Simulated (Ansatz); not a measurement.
**How fast states decay through CaPbI2F2**

Aim: relax a made-up compound, CaPbI2F2, and see how good a tunnel barrier it would be. It is built by putting Ca for part of the Pb in the PbIF structure of space group P4/nmm, with the volume rescaled by atomic radii. The parent structure comes from the Materials Project.

Main program and level: Ansatz 0.2.0; r2SCAN DFT, plane waves, PAW files, in the first sound run; inputs show where later runs differ.

This is a report of a sequence of runs, with most program output left out.

The structure was built from a prototype and need not be the compound's stable phase.

## Step 1: The structure

It takes space group P4mm (No. 99, tetragonal). The conventional cell has a = 4.359 Å, b = 4.359 Å, c = 9.735 Å, α = 90.00°, β = 90.00°, γ = 90.00°. Ca has 4 F at 2.66 Å and 4 I at 3.50 Å nearest. Nearest to Pb lie 4 F at 2.66 Å and 4 I at 3.50 Å. Nearest to I lie 4 Ca at 3.50 Å. Nearest to I lie 4 Pb at 3.50 Å. Nearest to F lie 2 Pb at 2.66 Å and 2 Ca at 2.66 Å. It derives from PbIF. Ca for part of the Pb in the PbIF structure of space group P4/nmm. Farther neighbours and most contacts between anions are not listed.

## Step 2: Relaxing the new crystal

The substituted atoms don't fit the parent's cell, so cell and atoms relax together. A small smearing keeps the run stable in case the gap closes on the way.

The input, input.yaml:

```yaml
crystal:
  lattice:
    - [4.3592897764, 0.0, 0.0]
    - [0.0, 4.3592897764, 0.0]
    - [0.0, 0.0, 9.7353579808]
  atoms:
    - { symbol: Ca, position: [0.0, 0.5, 0.842729] }
    - { symbol: Pb, position: [0.5, 0.0, 0.157271] }
    - { symbol: I, position: [0.5, 0.0, 0.671828] }
    - { symbol: I, position: [0.0, 0.5, 0.328172] }
    - { symbol: F, position: [0.0, 0.0, 0.0] }
    - { symbol: F, position: [0.5, 0.5, 0.0] }
kpoints:
  mp_grid: { grid: [6, 6, 2] }
scf:
  occupations: { method: gaussian, width: 0.03 }
hamiltonian:
  xc: r2scan
output:
  forces: true
  stress: true
relax:
  f_tol: 0.02
  max_steps: 60
  cell: {}
```

Command:

```sh
$ ansatz run input.yaml --threads 2 --pin off --max-ram 4096MiB --backend cpu --events-out ev --progress --plain --runs-dir out
```

Run time: 62 s. Hardware: 2 threads of Arm Neoverse V2, shared host; peak memory 0.75 GiB.

Step by step:

```csv
step,energy less that of the first step (eV),largest force component (eV/Å),pressure (GPa),volume (Å³)
1,0.0000,1.2622,-5.58,185.00
2,-0.6811,0.3993,-2.75,170.30
3,-0.7562,0.4316,2.33,153.24
4,-0.8319,0.0654,-0.34,158.27
5,-0.8340,0.0104,-0.02,157.83
6*,-0.8266,0.0095,0.00,157.83
```

Relaxation steps marked * repeat the geometry before them on a plane-wave basis chosen anew for their cell, so energy and pressure can jump there.

Forces are held to the 8 operations that the run works with; a distortion that breaks them can't arise in this run.

```csv
"conventional cell, symmetrised",before,after,change
a (Å),4.359,4.107,-5.8 %
b (Å),4.359,4.107,-5.8 %
c (Å),9.735,9.357,-3.9 %
volume (Å³/atom),30.83,26.30,-14.7 %
```

The atoms that moved most (Å, as changes of fractional coordinates times the final cell):

```csv
atom,dx,dy,dz,length
Ca1,0.000,0.000,0.179,0.179
I3,0.000,0.000,0.115,0.115
F6,0.000,0.000,-0.106,0.106
F5,0.000,0.000,-0.106,0.106
Pb2,0.000,0.000,-0.053,0.053
I4,0.000,0.000,-0.030,0.030
```

The relaxed structure:

```cif
data_structure
_symmetry_space_group_name_H-M 'P 1'
_symmetry_Int_Tables_number 1
_cell_length_a 4.1070
_cell_length_b 4.1070
_cell_length_c 9.3568
_cell_angle_alpha 90.000
_cell_angle_beta 90.000
_cell_angle_gamma 90.000
_cell_volume 157.83
loop_
_atom_site_label
_atom_site_type_symbol
_atom_site_fract_x
_atom_site_fract_y
_atom_site_fract_z
_atom_site_occupancy
Ca1 Ca 0.00000 0.50000 0.86187 1
Pb2 Pb 0.50000 0.00000 0.15161 1
I3 I 0.50000 0.00000 0.68415 1
I4 I 0.00000 0.50000 0.32493 1
F5 F 0.00000 0.00000 0.98872 1
F6 F 0.50000 0.50000 0.98872 1
```

Numbers from this step:

```yaml
free_energy: -30426.4345 eV
fermi_energy: 7.187 eV
pressure: 8.60e-4 GPa
```

The largest force component on a free atom ends at 0.0095 eV/Å.

## Step 3: The bulk crystal and its band edges

The energy window and the wavevectors of the next steps follow from the band edges, so these are searched first, off the mesh as well.

The input, input.yaml:

```yaml
crystal:
  lattice:
    - [4.1070394197, 0.0, 0.0]
    - [0.0, 4.1070394197, 0.0]
    - [0.0, 0.0, 9.3568331706]
  atoms:
    - { symbol: Ca, position: [0.0, 0.5, 0.8618713658] }
    - { symbol: Pb, position: [0.5, 0.0, 0.1516100534] }
    - { symbol: I, position: [0.5, 0.0, 0.6841506114] }
    - { symbol: I, position: [0.0, 0.5, 0.324929765] }
    - { symbol: F, position: [0.0, 0.0, -0.0112808978] }
    - { symbol: F, position: [0.5, 0.5, -0.0112808978] }
kpoints:
  mp_grid: { grid: [6, 6, 4] }
  band_path: { path: [VBM, CBM], npoints: 30 }
scf:
  occupations: { method: fixed }
hamiltonian:
  xc: r2scan
output:
  eigenvalues: true
  write_potential: true
  write_density: true
  volumetric_format: npy
  elf: true
```

Run time: 75 s. Hardware: 2 threads; peak memory 0.76 GiB.

This step gave:

```yaml
free_energy: -30426.4346 eV
fermi_energy: 5.810 eV
gap_on_the_k_mesh: 2.753 eV
gap_on_path: 2.753 eV, by band count; negative where bands overlap
direct_gap_on_path: 2.940 eV
edge_places_on_path: 0, 0.8354 1/A along the path
```

The electronic bands at the labelled points (eV, zero at the Fermi level (highest filled level under fixed occupations); v1 is the highest filled band, c1 the lowest empty one):

```csv
point,v4,v3,v2,v1,c1,c2,c3,c4
VBM,-1.48,-0.58,-0.55,0.00,3.78,4.48,4.99,5.40
halfway,-0.87,-0.86,-0.59,-0.10,3.79,4.32,5.05,5.38
CBM,-1.13,-0.43,-0.19,-0.19,2.75,5.10,5.45,5.48
```

Electrostatic potential energy in the ac plane at fractional y = 0.000, with atoms of Pb and I and F within 0.2 Å of it. With pseudopotentials it is smooth inside the atoms' cores, unlike the true potential.

Ten even steps from '0' (-34 eV) to '9' (12 eV), each cell a mean:
```
00699999999930
46999999999985
99999999999999
99999999999999
99998876789999
99986555557999
99975699856899
99974799965899
99985578656899
99997655568999
99999888899999
99999999999999
99999999999999
99999999999999
99999999999999
99999999999999
99999888889999
99988654578899
99885100026899
99871022104789
99871023103789
99874000016899
46887533468885
00698888889930
```
Columns run along a (4.1 Å; values clipped at the 3rd and 97th percentile), rows up along c (9.4 Å). Atoms in or near the plane, at fractional coordinates: Pb at (0.50, 0.15), I at (0.50, 0.68), F at (0.00, 0.99).

Valence density in the ac plane at fractional y = 0.000, with atoms of Pb and I and F within 0.2 Å of it. It is the smooth field of the valence electrons, not physical close to the nuclei.

Ten steps, logarithmic in the rise over the least value, from '_' (0 e/Å³) to '@' (17 e/Å³), each cell a mean:
```
%%##==::____________..::**%%
++++::..______________..--++
::....__________________..::
__________..........________
______....::::--::::....____
____..::--==++++==--::..____
____..::==**%%@@%%++--::..__
____..::==##@@@@@@**--::..__
____..::--++##%%##++--::____
______..::--======--::..____
________....::::::....______
____________________________
____________________________
____________________________
____________________________
____________________________
____________......__________
________..::------::..______
______..--==****++==::..____
____..::==**##%%##**--..____
____..::==**%%%%##**--::____
::......--++******==::....::
++==--..::::------::..::--++
%%##==::..............::**%%
```
Columns run along a (4.1 Å), rows up along c (9.4 Å). Atoms in or near the plane, at fractional coordinates: Pb at (0.50, 0.15), I at (0.50, 0.68), F at (0.00, 0.99).

ELF in the ac plane at fractional y = 0.000, with atoms of Pb and I and F within 0.2 Å of it. It is the smooth field of the valence electrons, not physical close to the nuclei.

Ten even steps from '0' (0.01) to '9' (0.80), each cell a mean:
```
79961000003798
99730000001589
65200133210035
00015788863100
01479988898620
02798766789962
03897532368972
03887524258972
03898643578961
01799888889841
00379999998620
00025788874100
00000133210000
00000000000000
00000000000000
00000000000000
00001233220000
00013455542100
00135533454200
00245300145310
00135200035300
54114422353124
99622455431289
79951123212698
```
Columns run along a (4.1 Å), rows up along c (9.4 Å). Atoms in or near the plane, at fractional coordinates: Pb at (0.50, 0.15), I at (0.50, 0.68), F at (0.00, 0.99).

The searched edges give 2.75 eV, as on the mesh.

## Step 4: Decaying states in the gap

This step: r2SCAN DFT, plane waves, PAW files; complex bands by layer matching along the plane's normal (Ansatz 0.2.0).

The same crystal is laid in a cell whose first two vectors span the (001) plane (indices of the standard conventional cell, whose axes can be ordered otherwise than in the bulk input). At fixed energy and wavevector in the plane the solver finds all kz, real and complex. A few wavevectors are listed, (0, 0), (0, -0.5) and (0.5, 0) in units of the plane's reciprocal vectors; the slowest state needn't be among them.

The input, input.yaml:

```yaml
crystal:
  lattice:
    - [4.10703942, 0.0, 0.0]
    - [0.0, 4.10703942, 0.0]
    - [0.0, 0.0, 9.356833171]
  atoms:
    - { symbol: Ca, position: [0.0, 0.5, 0.8618713658] }
    - { symbol: Pb, position: [0.5, 0.0, 0.1516100534] }
    - { symbol: I, position: [0.5, 0.0, 0.6841506114] }
    - { symbol: I, position: [0.0, 0.5, 0.324929765] }
    - { symbol: F, position: [0.0, 0.0, 0.9887191022] }
    - { symbol: F, position: [0.5, 0.5, 0.9887191022] }
kpoints:
  mp_grid: { grid: [6, 6, 4] }
scf:
  occupations: { method: fixed }
hamiltonian:
  xc: r2scan
output:
  eigenvalues: true
  transmission:
    leads: [[0, 0]]
    kpoints: [[0.0, 0.0], [0.0, -0.5], [0.5, 0.0]]
    e_range: [-1.0, 3.75]
    de: 0.08
```

The job ended after 45 s (2 threads; peak memory 0.91 GiB; 90 s of CPU time).

This step gave:

* level to which the leads are filled: 1.377 eV from the Fermi level
* decay constant at the filling level, zone centre: 0.3269 Å⁻¹
* decay constant at the filling level, slowest listed point: 0.3269 Å⁻¹

K parallel (0, 0); values up to 1.5 1/Å, a degenerate pair printed once or twice; energies at which all values exceed this have no row. Table of Im kz of the slowest decaying states by energy, zero at the highest filled level on the SCF mesh:

```csv
energy (eV),decay 1 (Å⁻¹),decay 2 (Å⁻¹),decay 3 (Å⁻¹),decay 4 (Å⁻¹)
-1.0000,0.162,0.422,0.737,1.18
-0.7600,0.101,0.491,0.719,1.17
-0.5200,0.476,0.701,1.16,1.43
-0.2800,0.166,0.360,0.685,1.14
-0.0400,0.242,0.434,0.669,1.12
0.2800,0.294,0.567,0.648,1.10
0.5200,0.315,0.615,0.633,1.08
0.7600,0.327,0.618,0.647,1.06
1.0000,0.332,0.603,0.669,1.04
1.2400,0.331,0.587,0.686,1.02
1.4800,0.324,0.570,0.697,1.00
1.7200,0.311,0.553,0.705,0.979
1.9600,0.291,0.534,0.709,0.955
2.2800,0.248,0.507,0.711,0.922
2.5200,0.192,0.484,0.709,0.896
2.7600,0.458,0.706,0.868,1.37
3.0000,0.0854,0.428,0.700,0.838
3.2400,0.218,0.390,0.691,0.807
3.4800,0.314,0.681,0.773,1.35
```

K parallel (0, -0.5); values up to 1.5 1/Å, a degenerate pair printed once or twice; energies at which all values exceed this have no row. The Im kz of the slowest decaying states by energy, zero at the highest filled level on the SCF mesh:

```csv
energy (eV),decay 1 (Å⁻¹),decay 2 (Å⁻¹),decay 3 (Å⁻¹),decay 4 (Å⁻¹)
-1.0000,0.265,0.279,0.870,0.986
-0.7600,0.188,0.322,0.831,0.898
-0.5200,0.176,0.353,0.684,0.780
-0.2800,0.320,0.375,0.703,0.912
-0.0400,0.384,0.391,0.481,0.972
0.2800,0.406,0.436,0.674,1.01
0.5200,0.413,0.462,0.727,1.03
0.7600,0.416,0.481,0.753,1.02
1.0000,0.417,0.496,0.767,0.992
1.2400,0.415,0.507,0.773,0.968
1.4800,0.410,0.515,0.775,0.944
1.7200,0.402,0.521,0.772,0.919
1.9600,0.391,0.525,0.767,0.894
2.2800,0.370,0.529,0.755,0.859
2.5200,0.349,0.529,0.742,0.832
2.7600,0.322,0.529,0.726,0.804
3.0000,0.285,0.527,0.708,0.776
3.2400,0.231,0.525,0.685,0.746
3.4800,0.128,0.523,0.656,0.715
```

K parallel (0.5, 0); values up to 1.5 1/Å, a degenerate pair printed once or twice; energies at which all values exceed this have no row. The Im kz of the slowest decaying states by energy, zero at the highest filled level on the SCF mesh:

```csv
energy (eV),decay 1 (Å⁻¹),decay 2 (Å⁻¹),decay 3 (Å⁻¹),decay 4 (Å⁻¹)
-1.0000,0.265,0.279,0.870,0.986
-0.7600,0.188,0.322,0.831,0.898
-0.5200,0.176,0.353,0.684,0.780
-0.2800,0.320,0.375,0.703,0.912
-0.0400,0.384,0.391,0.481,0.972
0.2800,0.406,0.436,0.674,1.01
0.5200,0.413,0.462,0.727,1.03
0.7600,0.416,0.481,0.753,1.02
1.0000,0.417,0.496,0.767,0.992
1.2400,0.415,0.507,0.773,0.968
1.4800,0.410,0.515,0.775,0.944
1.7200,0.402,0.521,0.772,0.919
1.9600,0.391,0.525,0.767,0.894
2.2800,0.370,0.529,0.755,0.859
2.5200,0.349,0.529,0.742,0.832
2.7600,0.322,0.529,0.726,0.804
3.0000,0.285,0.527,0.708,0.776
3.2400,0.231,0.525,0.685,0.746
3.4800,0.128,0.523,0.656,0.715
```

At the listed wavevectors the last open channel is at -0.44 eV and the next at +2.76 eV on the grid, wider than the gap, since narrow bands can fall between grid energies. At +1.40 eV, the grid energy nearest the filling level (the middle of the gap on the SCF mesh), the slowest state at the listed wavevectors decays with κ = 0.327 Å⁻¹, its amplitude falling by e over 3.1 Å. Through 1 nm of this crystal that state's transmission falls by exp(−2 × 0.327 Å⁻¹ × 10 Å) = 0.0014.

## Step 5: Decay over the two-dimensional zone

The listed points could miss the slowest state, so one energy near mid-gap is solved on a mesh of 8×8.

Edit input.yaml of step 4 so:

```diff
@@ -20,6 +20,2 @@
   eigenvalues: true
-  transmission:
-    leads: [[0, 0]]
-    kpoints: [[0.0, 0.0], [0.0, -0.5], [0.5, 0.0]]
-    e_range: [-1.0, 3.75]
-    de: 0.08
+  transmission: { leads: [[0, 0]], kmesh: [8, 8], e_range: [1.38, 1.39], de: 0.05 }
```

It took 34 s on 2 threads; peak memory 0.96 GiB; 68 s of CPU time.

This step gave:

* least decay constant on the mesh: 0.3275 Å⁻¹

Slowest decay constant (1/Å; 0 where a channel is open) over k1 and k2. At 1.3800 eV from the Fermi level.

Values, 8 rows by 8 columns:
```
0.501 0.524 0.458 0.508 0.460 0.508 0.458 0.524
0.474 0.458 0.584 0.465 0.448 0.465 0.584 0.458
0.476 0.508 0.465 0.567 0.407 0.567 0.465 0.508
0.412 0.460 0.448 0.407 0.328 0.407 0.448 0.460
0.476 0.508 0.465 0.567 0.407 0.567 0.465 0.508
0.474 0.458 0.584 0.465 0.448 0.465 0.584 0.458
0.501 0.524 0.458 0.508 0.460 0.508 0.458 0.524
0.484 0.501 0.474 0.476 0.412 0.476 0.474 0.501
```
Columns: k1 (b1) from -0.5 to 0.375; rows upwards: k2 (b2) from -0.5 to 0.375.

The least value on the mesh is 0.328 Å⁻¹ at +1.38 eV. At that energy the listed points give about 0.327 Å⁻¹ by interpolation, so the mesh holds no clearly slower state.

## Step 6: Band edges at another level, cutoff 420 eV

This step: PBE DFT, plane waves, PAW files (Ansatz 0.2.0).

The edges again with PBE, at the same atoms. Against that run the cutoff is 420 eV against 500.

The input, input.yaml:

```yaml
crystal:
  lattice:
    - [4.1070394197, 0.0, 0.0]
    - [0.0, 4.1070394197, 0.0]
    - [0.0, 0.0, 9.3568331706]
  atoms:
    - { symbol: Ca, position: [0.0, 0.5, 0.8618713658] }
    - { symbol: Pb, position: [0.5, 0.0, 0.1516100534] }
    - { symbol: I, position: [0.5, 0.0, 0.6841506114] }
    - { symbol: I, position: [0.0, 0.5, 0.324929765] }
    - { symbol: F, position: [0.0, 0.0, -0.0112808978] }
    - { symbol: F, position: [0.5, 0.5, -0.0112808978] }
kpoints:
  mp_grid: { grid: [6, 6, 4] }
  band_path: { path: [VBM, CBM], npoints: 30 }
scf:
  occupations: { method: fixed }
hamiltonian:
  xc: pbe
output:
  eigenvalues: true
```

Wall time 40 s (2 threads); peak memory 0.46 GiB.

Numbers from this step:

```yaml
free_energy: -30373.0536 eV
fermi_energy: 6.100 eV
gap_on_the_k_mesh: 2.320 eV
gap_on_path: 2.320 eV, by band count; negative where bands overlap
direct_gap_on_path: 2.501 eV
```

The electronic bands at the labelled points (eV, zero at the Fermi level (highest filled level under fixed occupations); v1 is the highest filled band, c1 the lowest empty one):

```csv
point,v4,v3,v2,v1,c1,c2,c3,c4
VBM,-1.46,-0.57,-0.53,0.00,3.31,4.07,4.56,4.91
halfway,-0.86,-0.84,-0.60,-0.09,3.34,3.87,4.63,4.86
CBM,-1.10,-0.44,-0.18,-0.18,2.32,4.53,4.89,5.04
```

The searched edges give 2.32 eV, as on the mesh.

## Step 7: Complex bands at another level, cutoff 420 eV

This step: PBE DFT, plane waves, PAW files; complex bands by layer matching along the plane's normal (Ansatz 0.2.0).

The complex bands at that level, over its own gap, at (0, 0) and (0, -0.5).

The input, input.yaml:

```yaml
crystal:
  lattice:
    - [4.10703942, 0.0, 0.0]
    - [0.0, 4.10703942, 0.0]
    - [0.0, 0.0, 9.356833171]
  atoms:
    - { symbol: Ca, position: [0.0, 0.5, 0.8618713658] }
    - { symbol: Pb, position: [0.5, 0.0, 0.1516100534] }
    - { symbol: I, position: [0.5, 0.0, 0.6841506114] }
    - { symbol: I, position: [0.0, 0.5, 0.324929765] }
    - { symbol: F, position: [0.0, 0.0, 0.9887191022] }
    - { symbol: F, position: [0.5, 0.5, 0.9887191022] }
kpoints:
  mp_grid: { grid: [6, 6, 4] }
scf:
  occupations: { method: fixed }
hamiltonian:
  xc: pbe
output:
  eigenvalues: true
  transmission:
    leads: [[0, 0]]
    kpoints: [[0.0, 0.0], [0.0, -0.5]]
    e_range: [-1.0, 3.32]
    de: 0.07
```

The job ended after 26 s (2 threads; peak memory 0.55 GiB).

This step gave:

```yaml
level_to_which_the_leads_are_filled: 1.160 eV from the Fermi level
decay_constant_at_the_filling_level_zone_centre: 0.3017 Å⁻¹
decay_constant_at_the_filling_level_slowest_listed_point: 0.3017 Å⁻¹
```

K parallel (0, 0); values up to 1.5 1/Å, a degenerate pair printed once or twice; energies at which all values exceed this have no row. Table of Im kz of the slowest decaying states by energy, zero at the highest filled level on the SCF mesh:

```csv
energy (eV),decay 1 (Å⁻¹),decay 2 (Å⁻¹),decay 3 (Å⁻¹),decay 4 (Å⁻¹)
-1.00,0.165,0.398,0.706,1.15
-0.79,0.115,0.482,0.690,1.14
-0.58,0.483,0.675,1.13,1.40
-0.37,0.113,0.428,0.660,1.11
-0.16,0.208,0.239,0.646,1.10
-0.02,0.241,0.443,0.637,1.09
0.05,0.254,0.483,0.633,1.08
0.26,0.281,0.557,0.620,1.07
0.47,0.297,0.602,0.606,1.05
0.68,0.306,0.593,0.632,1.03
0.89,0.308,0.579,0.654,1.01
1.10,0.304,0.565,0.671,0.994
1.38,0.291,0.544,0.685,0.967
1.59,0.273,0.528,0.693,0.946
1.80,0.247,0.510,0.697,0.924
2.01,0.206,0.491,0.699,0.900
2.22,0.130,0.469,0.699,0.876
2.43,0.445,0.696,0.850,1.34
2.64,0.128,0.417,0.692,0.822
2.85,0.219,0.382,0.686,0.793
3.06,0.307,0.678,0.762,1.33
3.27,0.305,0.667,0.729,1.32
```

(Part 1 of 2 ends here.)

[Logs are printed without paths, hosts, clocks, repeated set-up lines and the standing remarks that a program may print on its own settings, such as how far it seeks lower states.]

[Hosts, paths, dates, database ids (printed as entryN), source tags and the programs' standing remarks are cut or masked in the printed files.]
